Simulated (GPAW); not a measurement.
## Al K-edge XANES of AlCo (Pm-3m)

How does the Al K edge of AlCo (Pm-3m) move when the bonds are compressed or stretched?

Program: GPAW 26.7.0. Level of theory: X-ray absorption from dipole matrix elements to empty bands, plane-wave PAW LDA. Results are calculated unless marked as measured.

**1. Set-up**

Symmetry: Pm-3m, No. 221, cubic system. Conventional cell: a = 2.819 Å, b = 2.819 Å, c = 2.819 Å, α = 90.00°, β = 90.00°, γ = 90.00°. Nearest to Co lie 8 Al at 2.44 Å. Al has 8 Co at 2.44 Å nearest. Farther neighbours are not listed.

As a file:

```xyz
2
Lattice="2.8194 0.0000 0.0000 0.0000 2.8194 0.0000 0.0000 0.0000 2.8194" Properties=species:S:1:pos:R:3 pbc="T T T"
Co    1.4097    1.4097    1.4097
Al    0.0000    0.0000    0.0000
```

**2. Ground state of the crystal**

A plain self-consistent run shows whether there is a gap and which moments survive; both decide the set-up of the core-hole run.

The input, scf.py:

```python
import numpy as np
from ase import Atoms
from ase.parallel import parprint, paropen
from gpaw import GPAW, PW, FermiDirac, Mixer, MixerDif, setup_paths
from gpaw.test import gen
setup_paths.insert(0, '.')
gen('Al', name='nch1s', xcname='LDA', corehole=(1, 0, 0), write_xml=True)
from gpaw.mpi import world
world.barrier()

atoms = Atoms('CoAl',
    cell=[[2.81940321, 0, 0],
     [0, 2.81940321, 0],
     [0, 0, 2.81940321]],
    scaled_positions=[[0.5, 0.5, 0.5],
     [0, 0, 0]],
    magmoms=[3.0, 0.0],
    pbc=True)
atoms.calc = calc = GPAW(legacy_gpaw=True, mode=PW(430, force_complex_dtype=True), xc='LDA', setups={1: 'nch1s'},
    kpts={'size': (9, 9, 9), 'gamma': True}, occupations=FermiDirac(0.05),
    charge=0, mixer=MixerDif(0.05, 8, 50), maxiter=150,
    convergence={'density': 0.0001, 'eigenstates': 1e-6}, txt='scf.txt')
energy = atoms.get_potential_energy() + calc.get_reference_energy()
ef = calc.get_fermi_level()
out = dict(energy=energy, fermi=ef, forces=atoms.get_forces().tolist(), magmoms=atoms.get_magnetic_moments().tolist())
parprint(f'all-electron energy {energy:.4f} eV, Fermi level {ef:.4f} eV')
ev = np.array([[calc.get_eigenvalues(k, s) for k in range(len(calc.get_ibz_k_points()))] for s in range(calc.get_number_of_spins())])
out['homo'], out['lumo'], out['counts'] = ev[ev < ef].max(), ev[ev > ef].min(), sorted(set((ev < ef).sum((0, 2)).tolist()))
out['filled'] = (ev[:, 0] < ef).sum(1).tolist()
import json
with paropen('out.json', 'w') as f:
    json.dump(out, f)
```

The run is started by

```console
> OMP_NUM_THREADS=1 mpirun -n 4 gpaw python scf.py
```

Numbers of over 12 decimals in the logs are rounded to 6 here.

Output:

```text
Input parameters:
  convergence: {density: 0.0001,
                eigenstates: 1e-06}
  kpts: {gamma: True,
         size: (9, 9, 9)}
  maxiter: 150
  mixer: {backend: pulay,
          beta: 0.05,
          method: difference,
          nmaxold: 8,
          weight: 50}
  mode: {ecut: 430.0,
         force_complex_dtype: True,
         name: pw}
  occupations: {fixmagmom: False,
                name: fermi-dirac,
                width: 0.05}
  setups: {1: nch1s}

Initialize ...

[... PAW data sets ...]

Reference energy: -44416.688018  # eV

Spin-polarized calculation.
Initial magnetic moment: 3.000000

[... convergence settings ...]
Symmetries present (total): 48
  [... symmetry matrices ...]

729 k-points: 9 x 9 x 9 Monkhorst-Pack grid
35 k-points in the irreducible part of the Brillouin zone
       k-points in crystal coordinates                weights
   0:     0.00000000    0.00000000    0.00000000          1/729
   1:     0.11111111    0.00000000    0.00000000          6/729
   2:     0.11111111    0.11111111    0.00000000         12/729
   3:     0.11111111    0.11111111    0.11111111          8/729
   4:     0.22222222    0.00000000    0.00000000          6/729
   5:     0.22222222    0.11111111    0.00000000         24/729
   6:     0.22222222    0.11111111    0.11111111         24/729
   7:     0.22222222    0.22222222    0.00000000         12/729
   8:     0.22222222    0.22222222    0.11111111         24/729
   9:     0.22222222    0.22222222    0.22222222          8/729
          ...
  34:     0.44444444    0.44444444    0.44444444          8/729

Wave functions: Plane wave expansion
  Cutoff energy: 430.000 eV
  Number of coefficients (min, max): 445, 462
  Pulay-stress correction: 0.000000 eV/Ang^3 (de/decut=0.000000)
  Using FFTW library
  Wavefunction extrapolation:
    Improved wavefunction reuse through dual PAW basis

Occupation numbers: Fermi-Dirac:
  width: 0.0500  # eV

Eigensolver
   Davidson(niter=2)

Densities:
  Coarse grid: 14*14*14 grid
  Fine grid: 28*28*28 grid
  Total Charge: 0.000000

Density mixing:
  Method: difference
  Backend: pulay
  Linear mixing parameter: 0.05
  old densities: 8
  Width of damping distribution: 1.1
  Damping of long wavelength oscillations: 50

[... Hamiltonian set-up ...]
Number of atoms: 2
Number of atomic orbitals: 13
Number of bands in calculation: 13
Number of valence electrons: 12
Bands to converge: occupied

... initialized

Initializing position-dependent things.

Density initialized from atomic densities
Creating initial wave functions:
  13 bands from LCAO basis set

Positions:
   0 Co     1.409702    1.409702    1.409702    ( 0.0000,  0.0000,  3.0000)
   1 Al     0.000000    0.000000    0.000000    ( 0.0000,  0.0000,  0.0000)

Unit cell:
           periodic     x           y           z      points  spacing
  1. axis:    yes    2.819403    0.000000    0.000000    14     0.2014
  2. axis:    yes    0.000000    2.819403    0.000000    14     0.2014
  3. axis:    yes    0.000000    0.000000    2.819403    14     0.2014

  Lengths:   2.819403   2.819403   2.819403
  Angles:   90.000000  90.000000  90.000000

Effective grid spacing dv^(1/3) = 0.2014

iter:   1   -13.710672                   +3.0095
iter:   2   -14.447019   -0.64  -1.34    +1.6322
iter:   3   -14.784207   -1.03  -1.31    +0.3221
iter:   4   -14.749765   -1.82  -1.34    +0.2333
iter:   5   -14.855711   -1.55  -1.36    +0.0256
iter:   6   -14.719771   -1.73  -1.55    +0.0023
iter:   7   -14.723324   -3.19  -2.05    -0.0003
iter:   8   -14.716969   -3.28  -2.21    -0.0008
iter:   9   -14.717055   -4.19  -3.15    -0.0005
iter:  10   -14.716909c  -4.76  -3.08    -0.0003
iter:  11   -14.716905c  -6.74c -3.66    -0.0000
iter:  12   -14.716905c  -7.63c -4.89c   +0.0000

Converged after 12 iterations.

Dipole moment: (0.000000, 0.000000, -0.000000) |e|*Ang

Total magnetic moment: (0.000000, 0.000000, 0.000027)
Local magnetic moments:
   0 Co ( 0.000000,  0.000000,  0.000030)
   1 Al ( 0.000000,  0.000000, -0.000000)

Energy contributions relative to reference atoms: (reference = -44416.688018)

Kinetic:        +19.911658
Potential:      -14.457113
External:        +0.000000
XC:             -20.395528
Entropy (-ST):   -0.004350
Local:           +0.226252
SIC:             +0.000000
--------------------------
Free energy:    -14.719081
Extrapolated:   -14.716905

Spin contamination: 0.000006 electrons
Showing only first 2 kpts
                      Up                     Down
 Kpt  Band  Eigenvalues  Occupancy  Eigenvalues  Occupancy
  0     4      9.42615    1.00000      9.42618    1.00000
  0     5      9.42615    1.00000      9.42618    1.00000
  0     6     16.34224    0.00000     16.34223    0.00000
  0     7     16.34224    0.00000     16.34223    0.00000

  1     4      9.29670    1.00000      9.29673    1.00000
  1     5      9.44072    1.00000      9.44075    1.00000
  1     6     14.56129    0.00000     14.56130    0.00000
  1     7     16.67334    0.00000     16.67334    0.00000

Fermi level: 10.23167

No gap
No difference between direct/indirect transitions

Forces in eV/Ang:
  0 Co    0.00000    0.00000    0.00000
  1 Al    0.00000    0.00000    0.00000
Scalar-relativistic atomic LDA calculation for Al (Aluminium, Z=13)
Core hole in 1s state (1s occupation: 2.0)
450 radial gridpoints.
|------------------------------------------------|
|------------------------------------------------|
[... the atom generator's iteration count ...]

Energy contributions:
-------------------------
Kinetic:     +241.907748
XC:           -17.475820
Potential:   -466.184455
-------------------------
Total:       -241.752526

state      eigenvalue         ekin         rmax
-----------------------------------------------
1s^2.0 :   -55.275624    79.068605        0.079
2s^2.0 :    -3.950529    10.716381        0.498
2p^6.0 :    -2.562254     9.904148        0.428
3s^2.0 :    -0.287726     1.129441        2.062
3p^1.0 :    -0.102289     0.654006        2.636
-----------------------------------------------
(units: Bohr and Hartree)

Generating PAW setup
Kinetic energy of the core from tauc = 239.438228
Cutoffs:
rc(s)=2.050
rc(p)=2.050
rc(d)=2.050
rc(vbar)=1.845
rc(comp)=2.050
rc(nct)=2.050

Kinetic energy of the core states: 238.994859
Charge: 0.0
Core electrons: 10.0
Valence electrons: 3.0
Pseudo-core charge: 0.393537
Shape function alpha=2.380
Pseudo-electron charge 3.499916
state    eigenvalue         norm
--------------------------------
3s(2) :    -0.287726     1.053448
*s    :     0.712274
3p(1) :    -0.102289     0.999482
*p    :     0.897711
*d    :     0.000000
--------------------------------

Diagonalizing with gridspacing h=0.050

state   all-electron     PAW
-------------------------------
3s:      -0.287726    -0.287811
3p:      -0.102289    -0.102345
*d:                    0.027274
*f:                    0.064816
-------------------------------
all-electron energy -44431.4049 eV, Fermi level 10.2317 eV
```

Run time: 3.7 s. Hardware: 4 MPI ranks of Arm Neoverse V2, shared host; peak memory 0.17 GiB; 15 s of CPU time.

The mesh shows no gap, so the system is treated as a metal and the core electron is put at the Fermi level (neutral cell).

**3. Supercell without a hole, the energy reference**

The photon energy needs a difference of total energies, so the cell and mesh of the coming hole run are first run without a hole.

scf.py, as its differences from that of step 2:

```diff
@@ -10,12 +10,26 @@
 
-atoms = Atoms('CoAl',
-    cell=[[2.81940321, 0, 0],
-     [0, 2.81940321, 0],
-     [0, 0, 2.81940321]],
-    scaled_positions=[[0.5, 0.5, 0.5],
-     [0, 0, 0]],
-    magmoms=[3.0, 0.0],
+atoms = Atoms('Co8Al8',
+    cell=[[5.63880642, 0, 0],
+     [0, 5.63880642, 0],
+     [0, 0, 5.63880642]],
+    scaled_positions=[[0.25, 0.25, 0.25],
+     [0.25, 0.25, 0.75],
+     [0.25, 0.75, 0.25],
+     [0.75, 0.25, 0.25],
+     [0.25, 0.75, 0.75],
+     [0.75, 0.25, 0.75],
+     [0.75, 0.75, 0.25],
+     [0.75, 0.75, 0.75],
+     [0, 0, 0],
+     [0, 0, 0.5],
+     [0, 0.5, 0],
+     [0.5, 0, 0],
+     [0, 0.5, 0.5],
+     [0.5, 0, 0.5],
+     [0.5, 0.5, 0],
+     [0.5, 0.5, 0.5]],
+    magmoms=[3.0, 3.0, 3.0, 3.0, 3.0, 3.0, 3.0, 3.0, 0.0, 0.0, 0.0, 0.0, 0.0, 0.0, 0.0, 0.0],
     pbc=True)
-atoms.calc = calc = GPAW(legacy_gpaw=True, mode=PW(430, force_complex_dtype=True), xc='LDA', setups={1: 'nch1s'},
-    kpts={'size': (9, 9, 9), 'gamma': True}, occupations=FermiDirac(0.05),
+atoms.calc = calc = GPAW(legacy_gpaw=True, mode=PW(430, force_complex_dtype=True), xc='LDA', setups={8: 'nch1s'},
+    kpts={'size': (4, 4, 4), 'gamma': True}, occupations=FermiDirac(0.1),
     charge=0, mixer=MixerDif(0.05, 8, 50), maxiter=150,
```

Output:

```text
Input parameters:
  convergence: {density: 0.0001,
                eigenstates: 1e-06}
  kpts: {gamma: True,
         size: (4, 4, 4)}
  maxiter: 150
  mixer: {backend: pulay,
          beta: 0.05,
          method: difference,
          nmaxold: 8,
          weight: 50}
  mode: {ecut: 430.0,
         force_complex_dtype: True,
         name: pw}
  occupations: {fixmagmom: False,
                name: fermi-dirac,
[...]
3s(2) :    -0.287726     1.053448
*s    :     0.712274
3p(1) :    -0.102289     0.999482
*p    :     0.897711
*d    :     0.000000
--------------------------------

Diagonalizing with gridspacing h=0.050

state   all-electron     PAW
-------------------------------
3s:      -0.287726    -0.287811
3p:      -0.102289    -0.102345
*d:                    0.027274
*f:                    0.064816
-------------------------------
all-electron energy -355451.1705 eV, Fermi level 10.2172 eV
[key lines of the parts left out:]
Converged after 17 iterations.
Dipole moment: (0.000000, -0.000000, -0.000000) |e|*Ang
Free energy:   -117.801566
Fermi level: 10.21718
```

Elapsed: 46 s, on 4 MPI ranks; peak memory 0.3 GiB; 3.1 min of CPU time.

Reference energy: -355451.171 eV with the cores included.

[end of part 1 of 4]

[Banner, clock and machine lines of the logs are left out without a mark of their own.]

[Logs are printed without paths, hosts, clocks, repeated set-up lines and the standing remarks that a program may print on its own settings, such as how far it seeks lower states.]

[Hosts, paths, dates, database ids (printed as entryN), source tags and the programs' standing remarks are cut or masked in the printed files.]

[Lists of maxima count a maximum above −3 eV only where it reaches 4 % of the highest in the window and stands out from its surroundings by 2 % of it (1.5 % where it reaches 55 %); shoulders and weaker maxima are passed over, and of the rest the first, up to two pre-edge ones and the few strongest are named.]
